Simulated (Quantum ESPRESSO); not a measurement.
```xyz
16
Lattice="0.000 5.431 5.431 5.431 0.000 5.431 5.431 5.431 0.000" Properties=species:S:1:pos:R:3 pbc="T T T" subject="two Fe on Si sites of Si, 4.5 Å apart: parallel and opposed starts" method="PBE; plane waves with GBRV 1.5 PBE potentials, no spin-orbit coupling (and 1 further level or step)" program="Quantum ESPRESSO 7.5" settings_of_one_run="GBRV 1.5 PBE, potential files Si: si_pbe_v1.uspp.F.UPF, Fe: fe_pbe_v1.5.uspp.F.UPF, cutoff 544.23 eV, 4×4×4 k-mesh, 64 bands, fermi-dirac occupations, smearing width 0.05 eV, collinear spin, SCF threshold 3.20e-8, mesh matched on, starting moments on Fe, summing to 7 μB" cost="2 runs, 7.8 min in all on 4 MPI ranks of Intel Xeon at 2.70GHz, shared host (the runs of this entry)" notes="The run is spin-polarised, with a total moment of 3.49 μB a cell (absolute 4.95)." lowest_state_found="ferromagnetic (from ferro ++)" largest_site_moment="1.93 μB" next_state_with_moments="antiferromagnetic, 10.6 meV a seeded atom higher"
Fe    0.000    0.000    0.000
Si    1.358    1.358    1.358
Si    2.716    2.716    0.000
Si    4.073    4.073    1.358
Si    2.716    0.000    2.716
Si    4.073    1.358    4.073
Si    5.431    2.716    2.716
Fe    6.789    4.073    4.073
Si    0.000    2.716    2.716
Si    1.358    4.073    4.073
Si    2.716    5.431    2.716
Si    4.073    6.789    4.073
Si    2.716    2.716    5.431
Si    4.073    4.073    6.789
Si    5.431    5.431    5.431
Si    6.789    6.789    6.789
```

[Logs and program files are shortened in this print: banners, set-up blocks, solver, clock and traceback lines can be left out without a mark of their own.]

[Logs are printed without paths, hosts, clocks, repeated set-up lines and the standing remarks that a program may print on its own settings, such as how far it seeks lower states.]

[Hosts, paths, dates, database ids (printed as entryN), source tags and the programs' standing remarks are cut or masked in the printed files.]

[Where a cell is said to come from a database of computed structures, the database is the Materials Project.]
